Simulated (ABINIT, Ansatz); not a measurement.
# CdH2O2 (P-3m1): G0W0 with ABINIT, start to end

How does a plane-wave GW calculation on CdH2O2 (P-3m1) run from the first input to the gap?

Method: PBEsol and many-body steps on it, plane waves, in ABINIT 10.8.3.

### 1. The starting structure

It takes space group P-3m1 (No. 164, trigonal). The conventional cell has a = 3.516 Å, b = 3.516 Å, c = 4.643 Å, α = 90.00°, β = 90.00°, γ = 120.00°. Nearest to Cd lie 6 O at 2.32 Å. Nearest to H lie 1 O at 0.97 Å. O has 1 H at 0.97 Å and 3 Cd at 2.32 Å nearest. Farther neighbours and most contacts between anions are not listed.

The cell and positions are those that the Materials Project relaxed with its own functionals (PBE, PBE+U or r2SCAN), kept fixed.

### 2. Ground state

This step: ABINIT 10.8.3; DFT, PBEsol, plane waves, norm-conserving pseudopotentials.

The ground-state density comes first.

run.abi reads:

```
acell 3*1.0 Angstrom
rprim 
  3.515525964753 0.000000000011 0.000000000000
  -1.757762982386 3.044534793135 0.000000000000
  0.000000000000 0.000000000000 4.642979290000
ntypat 3
znucl 48 1 8
natom 5
typat 1 2 2 3 3
xred 
  0.000000000000 0.000000000000 0.000000000000
  0.666666666667 0.333333333333 0.550960720000
  0.333333333333 0.666666666667 0.449039280000
  0.666666666667 0.333333333333 0.759372000000
  0.333333333333 0.666666666667 0.240628000000
pp_dirpath "pseudos"
pseudos "Cd.upf, H.upf, O.upf"
ecut 47
ngkpt 6 6 4
nshiftk 1
shiftk 0 0 0
kptopt 1
chksymbreak 0
nband 23
occopt 1
tolvrs 1e-10
nstep 60
prtwf 0
optforces 0
optstress 0
indata_prefix "in"
outdata_prefix "out"
tmpdata_prefix "tmp"
```

Started as:

```console
> OMP_NUM_THREADS=1 mpirun -n 4 abinit run.abi > log
```

Numbers of over 12 decimals in the logs are rounded to 6 here.

Log:

```text
.Version 10.8.3 of ABINIT. v10.8.2 released Aug 2026.

 Symmetries : space group P-3 m 1 (#164); Bravais hP (primitive hexag.)
================================================================================
 Values of the parameters that define the memory need of the present run
     intxc =       0    ionmov =       0      iscf =       7    lmnmax =       6
     lnmax =       6     mgfft =      60  mpssoang =       3    mqgrid =    3001
     natom =       5  nloc_mem =       1    nspden =       1   nspinor =       1
    nsppol =       1      nsym =      12    n1xccc =    2501    ntypat =       3
    occopt =       1   xclevel =       2
-    mband =          23        mffmem =           1         mkmem =           6
       mpw =        5178          nfft =      121500          nkpt =          24
================================================================================
  Rough estimation (10% accuracy) of disk space for files :
================================================================================

--------------------------------------------------------------------------------
------------- Echo of variables that govern the present computation ------------
--------------------------------------------------------------------------------
 -outvars: echo values of preprocessed input variables --------
            acell      1.8897261259E+00  1.8897261259E+00  1.8897261259E+00 Bohr

      chksymbreak           0
             ecut      4.70000000E+01 Hartree
-          fftalg         312

              ixc     -116133
              kpt      0.00000000E+00  0.00000000E+00  0.00000000E+00
                       1.66666667E-01  0.00000000E+00  0.00000000E+00
                       3.33333333E-01  0.00000000E+00  0.00000000E+00
                       5.00000000E-01  0.00000000E+00  0.00000000E+00
                       1.66666667E-01  1.66666667E-01  0.00000000E+00
                       3.33333333E-01  1.66666667E-01  0.00000000E+00
                       3.33333333E-01  3.33333333E-01  0.00000000E+00
                       0.00000000E+00  0.00000000E+00  2.50000000E-01
                       1.66666667E-01  0.00000000E+00  2.50000000E-01
   [... 13 further rows ...]
                       3.33333333E-01  1.66666667E-01  5.00000000E-01
                       3.33333333E-01  3.33333333E-01  5.00000000E-01
         kptrlatt        6    0    0      0    6    0      0    0    4
          kptrlen      3.50958371E+01
P           mkmem           6
            natom           5
            nband          23
            ngfft          45      45      60
             nkpt          24
            nstep          60
             nsym          12
           ntypat           3
              occ      2.000000  2.000000  2.000000  2.000000  2.000000  2.000000
                       2.000000  2.000000  2.000000  2.000000  2.000000  2.000000
                       2.000000  2.000000  2.000000  2.000000  2.000000  0.000000
                       0.000000  0.000000  0.000000  0.000000  0.000000
        optforces           0
        optstress           0
            prtwf           0
            rprim      3.5155259648E+00  1.1000000000E-11  0.0000000000E+00
[...]
spgroup         164

           tolvrs      1.00000000E-10

             xred      0.0000000000E+00  0.0000000000E+00  0.0000000000E+00
[...]
znucl       48.00000    1.00000    8.00000

================================================================================

 chkinp: Checking input parameters for consistency.

================================================================================
== DATASET  1 ==================================================================
-   mpi_nproc: 4, omp_nthreads: 1 (-1 if OMP is not activated)

--- !DatasetInfo
iteration_state: {dtset: 1, }
dimensions: {natom: 5, nkpt: 24, mband: 23, nsppol: 1, nspinor: 1, nspden: 1, mpw: 5178, }
cutoff_energies: {ecut:  47.0, pawecutdg:  -1.0, }
electrons: {nelect:   3.40000000E+01, charge:   0.00000000E+00, occopt:   1.00000000E+00, tsmear:   1.00000000E-02, }

 Real(R)+Recip(G) space primitive vectors, cartesian coordinates (Bohr,Bohr^-1):
 R(1)=  6.6433813  0.0000000  0.0000000  G(1)=  0.1505258  0.0869061  0.0000000
 R(2)= -3.3216906  5.7533369  0.0000000  G(2)=  0.0000000  0.1738122  0.0000000
 R(3)=  0.0000000  0.0000000  8.7739593  G(3)=  0.0000000  0.0000000  0.1139736
 Unit cell volume ucvol=  3.3535486E+02 bohr^3
 Angles (23,13,12)=  9.00000000E+01  9.00000000E+01  1.20000000E+02 degrees

 getcut: wavevector=  0.0000  0.0000  0.0000  ngfft=  45  45  60
         ecut(hartree)=     47.000   => boxcut(ratio)=   2.14610

--- Pseudopotential description ------------------------------------------------
- Cd Generated using ONCVPSP code by D. R. Hamann
- 48.00000  20.00000  180301                  znucl, zion, pspdat
12 -116133 2 -1 1368                          pspcod,pspxc,lmax,lloc,mmax
     nproj     2     2     2
  pspatm : epsatm=   23.26728955
         --- l  ekb(1:nproj) -->
[...]
pspatm: atomic psp has been read  and splines computed

- H Generated using ONCVPSP code by D. R. Hamann
-  1.00000   1.00000  180301                  znucl, zion, pspdat
12 -116133 1 -1 1180                          pspcod,pspxc,lmax,lloc,mmax
     nproj     2     1     0
  pspatm : epsatm=    0.35585368
         --- l  ekb(1:nproj) -->
[...]
1   -0.494138
 pspatm: atomic psp has been read  and splines computed

- O Generated using ONCVPSP code by D. R. Hamann
-  8.00000   6.00000  180301                  znucl, zion, pspdat
12 -116133 2 -1 936                           pspcod,pspxc,lmax,lloc,mmax
     nproj     2     2     1
  pspatm : epsatm=    6.22910120
         --- l  ekb(1:nproj) -->
[...]
2   -1.335834
 pspatm: atomic psp has been read  and splines computed

   1.23886478E+03                                ecore*ucvol(ha*bohr**3)
--------------------------------------------------------------------------------

_setup2: Arith. and geom. avg. npw (full set) are    5161.549    5161.539

================================================================================

--- !BeginCycle
iteration_state: {dtset: 1, }
solver: {iscf: 7, nstep: 60, nline: 4, wfoptalg: 0, }
tolerances: {tolvrs: 1.00E-10, }

     iter   Etot(hartree)      deltaE(h)  residm     vres2
 ETOT  1  -207.21139685210    -2.072E+02 3.151E+00 6.778E+03
 ETOT  2  -208.28247801565    -1.071E+00 2.275E-01 9.358E+03
 ETOT  3  -209.28834798083    -1.006E+00 6.119E-02 8.492E+02
 ETOT  4  -209.32360569206    -3.526E-02 9.551E-03 5.400E+02
 ETOT  5  -209.34644807196    -2.284E-02 2.577E-03 1.768E+02
 ETOT  6  -209.36000826111    -1.356E-02 1.356E-03 1.430E+01
 ETOT  7  -209.36108417294    -1.076E-03 1.438E-03 8.177E-01
 ETOT  8  -209.36113953155    -5.536E-05 3.270E-03 1.154E-01
 ETOT  9  -209.36114963083    -1.010E-05 9.070E-04 1.537E-03
 ETOT 10  -209.36114976088    -1.301E-07 6.215E-03 8.193E-06
 ETOT 11  -209.36114976140    -5.157E-10 5.065E-04 7.926E-07
 ETOT 12  -209.36114976147    -6.628E-11 8.890E-04 4.554E-09
 ETOT 13  -209.36114976146     8.328E-12 1.249E-03 2.593E-10
 ETOT 14  -209.36114976146     2.188E-12 2.044E-04 2.012E-12

 At SCF step   14       vres2   =  2.01E-12 < tolvrs=  1.00E-10 =>converged.

--- !ResultsGS
iteration_state: {dtset: 1, }
comment   : Summary of ground state results
lattice_vectors:
- [  6.6433813,   0.0000000,   0.0000000, ]
- [ -3.3216906,   5.7533369,   0.0000000, ]
- [  0.0000000,   0.0000000,   8.7739593, ]
lattice_lengths: [   6.64338,    6.64338,    8.77396, ]
lattice_angles: [ 90.000,  90.000, 120.000, ] # degrees, (23, 13, 12)
lattice_volume:   3.3535486E+02
convergence: {deltae:  2.188E-12, res2:  2.012E-12, residm:  2.044E-04, diffor:  0.000E+00, }
etotal    :  -2.09361150E+02
entropy   :   0.00000000E+00
fermie    :   1.14201599E-01
cartesian_stress_tensor: null
pressure_GPa: null
xred      :
- [  0.0000E+00,   0.0000E+00,   0.0000E+00, Cd]
- [  6.6667E-01,   3.3333E-01,   5.5096E-01,  H]
- [  3.3333E-01,   6.6667E-01,   4.4904E-01,  H]
- [  6.6667E-01,   3.3333E-01,   7.5937E-01,  O]
- [  3.3333E-01,   6.6667E-01,   2.4063E-01,  O]
cartesian_forces: null
force_length_stats: {min: null, max: null, mean: null, }

 Integrated electronic density in atomic spheres:
 ------------------------------------------------
 Atom  Sphere_radius  Integrated_density
[...]
================================================================================

 ----iterations are completed or convergence reached----

 Mean square residual over all n,k,spin=   10.381E-07; max=  20.440E-05
 reduced coordinates (array xred) for    5 atoms
       0.000000000000      0.000000000000      0.000000000000
       0.666666666667      0.333333333333      0.550960720000
       0.333333333333      0.666666666667      0.449039280000
       0.666666666667      0.333333333333      0.759372000000
       0.333333333333      0.666666666667      0.240628000000
 rms dE/dt=  0.0000E+00; max dE/dt=  0.0000E+00; dE/dt below (all hartree)
    1       0.000000000000      0.000000000000      0.000000000000
    2       0.000000000000      0.000000000000      0.000000000000
    3       0.000000000000      0.000000000000      0.000000000000
    4       0.000000000000      0.000000000000      0.000000000000
    5       0.000000000000      0.000000000000      0.000000000000

 cartesian coordinates (angstrom) at end:
    1      0.000000     0.000000     0.000000
    2      1.757763     1.014845     2.558099
    3     -6.33e-12     2.029690     2.084880
    4      1.757763     1.014845     3.525748
    5     -6.33e-12     2.029690     1.117231
 length scales=  1.889726125908  1.889726125908  1.889726125908 bohr
              =  1.000000000000  1.000000000000  1.000000000000 angstroms
 prteigrs : about to open file out_EIG
 Fermi (or HOMO) energy (hartree) =   0.11420   Average Vxc (hartree)=  -0.38269
 Eigenvalues (hartree) for nkpt=  24  k points:
 kpt#   1, nband= 23, wtk=  0.00694, kpt=  0.0000  0.0000  0.0000 (reduced coord)
  -3.54602   -2.11861   -2.11661   -2.11661   -0.56362   -0.52587   -0.16604   -0.12062
  -0.12062   -0.09314   -0.09314   -0.06734   -0.04129    0.07516    0.07516    0.10152
   0.10152    0.17439    0.33936    0.48046    0.58465    0.58465    0.64301
 prteigrs : prtvol=0 or 1, do not print more k-points.

--- !EnergyTerms
iteration_state     : {dtset: 1, }
comment             : Components of total free energy in Hartree
kinetic             :  8.48779649662328E+01
hartree             :  7.15593729782388E+01
xc                  : -3.30252232621575E+01
Ewald energy        : -1.16865512546393E+02
psp_core            :  3.69419065383658E+00
local_psp           : -2.18159896330641E+02
non_local_psp       : -1.44204622057251E+00
total_energy        : -2.09361149761456E+02
total_energy_eV     : -5.69700711106166E+03
band_energy         : -2.28619993979331E+01

== END DATASET(S) ==============================================================
================================================================================

 -outvars: echo values of variables after computation  --------
           etotal     -2.0936114976E+02
            nband          23
             nkpt          24
          spgroup         164
 [... the other variables as echoed above ...]

 Calculation completed.
```

The job ended after 36 s (4 MPI ranks of Arm Neoverse V2, shared host; peak memory 0.38 GiB; 2.4 min of CPU time).

This step gave:

* total energy: -5697.0071 eV
* gap: 1.638 eV
* k of the valence top: 0.5, 0, 0
* k of the conduction bottom: 0, 0, 0
* least direct gap: 1.983 eV

The gap is indirect, with the least direct gap 0.35 eV higher.

(Continued in part 2 of 3.)

[Paths, hosts, dates, memory and timing lines, banners, echoed tables and standing remarks are left out of the program output.]

[Logs are printed without paths, hosts, clocks, repeated set-up lines and the standing remarks that a program may print on its own settings, such as how far it seeks lower states.]

[Runs of the session that timed out or met a known fault of the program may be left out.]

[Hosts, paths, dates, database ids (printed as entryN), source tags and the programs' standing remarks are cut or masked in the printed files.]

[G0W0 gaps are taken among the corrected bands and points alone; a level outside them can change the order at an edge.]

[Where Ansatz stands beside ABINIT at settings called matched, ABINIT's density can come from a denser mesh and the files from another edition; pairs whose starting gaps differed by over 0.03 eV were left out, so agreement reads better than it is.]
